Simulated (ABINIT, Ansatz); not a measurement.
# How the form of the self-energy moves the gap of BaTiO3 (P4mm)

Aim: compare treatments of exchange, screening and correlation for the gap of BaTiO3 (P4mm).

Calculated with ABINIT 10.8.3; PBE and many-body steps on it, plane waves.

This is a report of a sequence of runs, with most program output left out.

## Step 1: The starting structure

It takes space group P4mm (No. 99, tetragonal). The conventional cell has a = 3.990 Å, b = 3.990 Å, c = 4.023 Å, α = 90.00°, β = 90.00°, γ = 90.00°. Nearest to Ba lie 12 O at 2.80 to 2.87 Å. Ti has 6 O at 1.84 to 2.18 Å nearest. Nearest to O lie 2 Ti at 1.84 to 2.18 Å and 4 Ba at 2.82 Å. Nearest to O lie 2 Ti at 2.00 Å and 4 Ba at 2.80 to 2.87 Å. Farther neighbours and most contacts between anions are not listed.

The cell and positions come from the Crystallography Open Database and are kept as given unless a step says otherwise. Spin-orbit coupling is left out unless a step names it.

## Step 2: Empty states on the mesh, 4×4×4 mesh, 322 bands

This step: ABINIT 10.8.3; DFT, PBE, plane waves, norm-conserving pseudopotentials.

The sums over transitions need many empty states on a uniform mesh; this step solves for them.

Input file run.abi:

```
acell 3*1.0 Angstrom
rprim 
  3.990480000000 0.000000000000 0.000000000000
  0.000000000000 3.990480000000 0.000000000000
  0.000000000000 0.000000000000 4.023030000000
ntypat 3
znucl 56 22 8
natom 5
typat 1 2 3 3 3
xred 
  0.000000000000 0.000000000000 0.000000000000
  0.500000000000 0.500000000000 0.522000000000
  0.500000000000 0.500000000000 0.979000000000
  0.500000000000 0.000000000000 0.488000000000
  0.000000000000 0.500000000000 0.488000000000
pp_dirpath "pseudos"
pseudos "Ba.upf, Ti.upf, O.upf"
ecut 38
ngkpt 4 4 4
nshiftk 1
shiftk 0 0 0
kptopt 1
chksymbreak 0
irdden 1
istwfk *1
nband 322
prtvol 0
optdriver 6
gwr_task "HDIAGO"
paral_kgb 0
occopt 1
indata_prefix "in"
outdata_prefix "out"
tmpdata_prefix "tmp"
```

Started as:

```bash
> OMP_NUM_THREADS=1 mpirun -n 4 abinit run.abi > log
```

Wall time 6.7 min (4 MPI ranks of Arm Neoverse V1, shared host); peak memory 5.3 GiB; 27 min of CPU time.

This step gave:

```
gap                                                           : 1.851 eV
k of the valence top                                          : 0.5, 0.5, 0.5
k of the conduction bottom                                    : 0, 0, 0
least direct gap                                              : 2.222 eV
k points computed                                             : 18
lowest point of the top converged band, above the valence top : 145.1917 eV
```

On this mesh the gap is 1.851 eV.

The density comes from a self-consistent run that is not shown.

## Step 3: Screening, 4×4×4 mesh, 140 bands, screening to 141.5 eV

The RPA dielectric matrix is built and inverted for each q.

This step: RPA screening on PBE, plane waves, norm-conserving pseudopotentials.

run.abi: that of step 2 with these lines changed.

```diff
@@ -23,10 +23,11 @@
 chksymbreak 0
-irdden 1
 istwfk *1
-nband 322
-prtvol 0
-optdriver 6
-gwr_task "HDIAGO"
-paral_kgb 0
 occopt 1
+irdwfk 1
+optdriver 3
+nband 140
+ecuteps 5.2
+inclvkb 2
+awtr 1
+symchi 1
 indata_prefix "in"
```

Run time: 3.8 min. Hardware: 4 MPI ranks; peak memory 2.1 GiB; 15 min of CPU time.

Numbers from this step:

* ε∞ with local fields, on this mesh, along the program's q direction: 5.801
* the same without local fields: 6.432
* plasma frequency: 29.34 eV
* plane waves in the screening matrix: 251

Local fields lower ε∞ by 10 %. On a Γ-centred mesh this coarse the value itself is usually too large, while a short band sum pulls it down.

## Step 4: G0W0, Godby-Needs plasmon pole

The self-energy is evaluated for the states that the input lists, and the levels follow from it, in one-shot runs by the linearised quasiparticle equation.

This step: G0W0 on PBE, plane waves, norm-conserving pseudopotentials.

run.abi: that of step 3 with these lines changed.

```diff
@@ -26,8 +26,17 @@
 irdwfk 1
-optdriver 3
+optdriver 4
 nband 140
+gwcalctyp 0
+ecutsigx 38
+symsigma 1
+nkptgw 2
+kptgw 
+  0.5000000000 0.5000000000 0.5000000000
+  0.0000000000 0.0000000000 0.0000000000
+bdgw 
+  18 23
+  19 23
 ecuteps 5.2
-inclvkb 2
-awtr 1
-symchi 1
+irdscr 1
+ppmodel 1
 indata_prefix "in"
```

Run time: 27 s. Hardware: 4 MPI ranks; peak memory 1.8 GiB.

Numbers from this step:

```
G0W0 gap on the points computed              : 3.355 eV
starting gap on the mesh                     : 1.851 eV
k of the valence top                         : 0.5, 0.5, 0.5
k of the conduction bottom                   : 0, 0, 0
Z at the valence top                         : 0.764
Z at the conduction bottom                   : 0.781
least direct G0W0 gap on the computed points : 3.740 eV
```

The gap on the mesh goes from 1.85 eV to 3.35 eV, a correction of +1.50 eV.

## Step 5: G0W0, Engel-Farid plasmon pole

run.abi: that of step 4 with these lines changed.

```diff
@@ -40,3 +40,3 @@
 irdscr 1
-ppmodel 1
+ppmodel 4
 indata_prefix "in"
```

Wall time 13 s (4 MPI ranks); peak memory 1.7 GiB; 52 s of CPU time.

This step gave:

```yaml
g0w0_gap_on_the_points_computed: 3.470 eV
starting_gap_on_the_mesh: 1.851 eV
k_of_the_valence_top: 0.5, 0.5, 0.5
k_of_the_conduction_bottom: 0, 0, 0
z_at_the_valence_top: 0.781
z_at_the_conduction_bottom: 0.804
least_direct_g0w0_gap_on_the_computed_points: 3.858 eV
```

Against G0W0 in ABINIT (4×4×4 mesh, 140 bands, screening to 141.5 eV, Godby-Needs plasmon pole), the gap moves by +0.115 eV.

## Step 6: G0W0, von der Linden-Horsch plasmon pole

run.abi: that of step 5 with these lines changed.

```diff
@@ -40,3 +40,3 @@
 irdscr 1
-ppmodel 4
+ppmodel 3
 indata_prefix "in"
```

Elapsed: 13 s, on 4 MPI ranks; peak memory 1.7 GiB; 52 s of CPU time.

This step gave:

```yaml
g0w0_gap_on_the_points_computed: 3.489 eV
starting_gap_on_the_mesh: 1.851 eV
k_of_the_valence_top: 0.5, 0.5, 0.5
k_of_the_conduction_bottom: 0, 0, 0
least_direct_g0w0_gap_on_the_computed_points: 3.878 eV
```

Against G0W0 in ABINIT (4×4×4 mesh, 140 bands, screening to 141.5 eV, Godby-Needs plasmon pole), the gap moves by +0.134 eV.

## Step 7: One-shot Hartree-Fock

This step: one-shot Hartree-Fock on PBE, plane waves, norm-conserving pseudopotentials.

run.abi: that of step 6 with these lines changed.

```diff
@@ -27,4 +27,4 @@
 optdriver 4
-nband 140
-gwcalctyp 0
+nband 24
+gwcalctyp 5
 ecutsigx 38
@@ -38,5 +38,4 @@
   19 23
-ecuteps 5.2
-irdscr 1
-ppmodel 3
+ixc_sigma 40
+fftgw 31
 indata_prefix "in"
```

Wall time 4.9 s (4 MPI ranks); peak memory 0.26 GiB.

This step gave:

- quasiparticle gap on the points computed: 14.12 eV
- starting gap on the mesh: 1.851 eV
- k of the valence top: 0, 0, 0
- k of the conduction bottom: 0, 0, 0
- least direct quasiparticle gap on the computed points: 14.12 eV

Against G0W0 in ABINIT (4×4×4 mesh, 140 bands, screening to 141.5 eV, Godby-Needs plasmon pole), the gap moves by +10.764 eV.

## Step 8: Screening, 4×4×4 mesh, 140 bands, screening to 141.5 eV

This step: RPA screening on PBE, plane waves, norm-conserving pseudopotentials.

run.abi: that of step 7 with these lines changed.

```diff
@@ -26,16 +26,14 @@
 irdwfk 1
-optdriver 4
-nband 24
-gwcalctyp 5
-ecutsigx 38
-symsigma 1
-nkptgw 2
-kptgw 
-  0.5000000000 0.5000000000 0.5000000000
-  0.0000000000 0.0000000000 0.0000000000
-bdgw 
-  18 23
-  19 23
-ixc_sigma 40
-fftgw 31
+optdriver 3
+nband 140
+ecuteps 5.2
+inclvkb 2
+awtr 1
+symchi 1
+gwcalctyp 2
+nfreqre 16
+freqremax 40 eV
+nfreqim 8
+spmeth 1
+nomegasf 120
 indata_prefix "in"
```

The job ended after 6 min (4 MPI ranks; peak memory 2.5 GiB; 24 min of CPU time).

Numbers from this step:

- ε∞ with local fields, on this mesh, along the program's q direction: 5.882
- the same without local fields: 6.526
- plasma frequency: 29.34 eV
- plane waves in the screening matrix: 251

## Step 9: G0W0, contour deformation

This step: G0W0 on PBE, plane waves, norm-conserving pseudopotentials.

run.abi: that of step 8 with these lines changed.

```diff
@@ -26,14 +26,16 @@
 irdwfk 1
-optdriver 3
+optdriver 4
 nband 140
+gwcalctyp 2
+ecutsigx 38
+symsigma 1
+nkptgw 2
+kptgw 
+  0.5000000000 0.5000000000 0.5000000000
+  0.0000000000 0.0000000000 0.0000000000
+bdgw 
+  18 23
+  19 23
 ecuteps 5.2
-inclvkb 2
-awtr 1
-symchi 1
-gwcalctyp 2
-nfreqre 16
-freqremax 40 eV
-nfreqim 8
-spmeth 1
-nomegasf 120
+irdscr 1
 indata_prefix "in"
```

Wall time 17 s (4 MPI ranks); peak memory 2.4 GiB; 68 s of CPU time.

Numbers from this step:

| Quantity | Value |
| --- | --- |
| G0W0 gap on the points computed | 3.384 eV |
| starting gap on the mesh | 1.851 eV |
| k of the valence top | 0.5, 0.5, 0.5 |
| k of the conduction bottom | 0, 0, 0 |
| least direct G0W0 gap on the computed points | 3.755 eV |

Against G0W0 in ABINIT (4×4×4 mesh, 140 bands, screening to 141.5 eV, Godby-Needs plasmon pole), the gap moves by +0.029 eV.

## Step 10: The runs together

Times are wall times on 4 MPI ranks of Arm Neoverse V1, shared host, good to a factor of about two. A run's time includes the screening step that it read.

| run | mesh | bands | screening cutoff (eV) | DFT gap (eV) | gap on the mesh (eV) | direct (eV) | ε∞ used | time |
| --- | --- | --- | --- | --- | --- | --- | --- | --- |
| G0W0, Godby-Needs plasmon pole | 4×4×4 | 140 | 141.5 | 1.851 | 3.355 | 3.740 | 5.80 | 4.2 min |
| G0W0, Engel-Farid plasmon pole | 4×4×4 | 140 | 141.5 | 1.851 | 3.470 | 3.858 | 5.80 | 4 min |
| G0W0, von der Linden-Horsch plasmon pole | 4×4×4 | 140 | 141.5 | 1.851 | 3.489 | 3.878 | 5.80 | 4 min |
| one-shot Hartree-Fock | 4×4×4 | - | - | 1.851 | 14.119 | 14.119 | - | 4.9 s |
| G0W0, contour deformation | 4×4×4 | 140 | 141.5 | 1.851 | 3.384 | 3.755 | 5.88 | 6.3 min |

## Step 11: Outcome

| Quantity | Value |
| --- | --- |
| G0W0, Godby-Needs plasmon pole | 3.355 eV |
| G0W0, Engel-Farid plasmon pole | 3.470 eV |
| G0W0, von der Linden-Horsch plasmon pole | 3.489 eV |
| one-shot Hartree-Fock | 14.119 eV |
| G0W0, contour deformation | 3.384 eV |
| known limits | not at the basis limit; no spin-orbit coupling; coarse k mesh |

What this shows: G0W0, Engel-Farid plasmon pole: +0.115 eV against G0W0, Godby-Needs plasmon pole. G0W0, von der Linden-Horsch plasmon pole: +0.134 eV against G0W0, Godby-Needs plasmon pole. One-shot Hartree-Fock: +10.764 eV against G0W0, Godby-Needs plasmon pole. G0W0, contour deformation: +0.029 eV against G0W0, Godby-Needs plasmon pole. Bare exchange alone opens the gap to 14.12 eV; against G0W0, correlation takes back 10.76 eV. Bands and cutoff are finite, so the gap is not at the basis limit. The miss can reach some tenths of an eV and take either sign; the mesh is an error of its own. In the G0W0 runs levels were corrected at 2 k points alone, so a gap called «on the mesh» is the least over those, and an edge elsewhere would be missed. The 4×4×4 mesh is coarse for this cell, which bears on the long-range parts of exchange and screening. The many-body steps are scalar-relativistic: spin-orbit coupling is not in them.

[Paths, hosts, dates, memory and timing lines, banners, echoed tables and standing remarks are left out of the program output.]

[Logs are printed without paths, hosts, clocks, repeated set-up lines and the standing remarks that a program may print on its own settings, such as how far it seeks lower states.]

[Runs of the session that timed out or met a known fault of the program may be left out.]

[Hosts, paths, dates, database ids (printed as entryN), source tags and the programs' standing remarks are cut or masked in the printed files.]

[G0W0 gaps are taken among the corrected bands and points alone; a level outside them can change the order at an edge.]

[Where Ansatz stands beside ABINIT at settings called matched, ABINIT's density can come from a denser mesh and the files from another edition; pairs whose starting gaps differed by over 0.03 eV were left out, so agreement reads better than it is.]
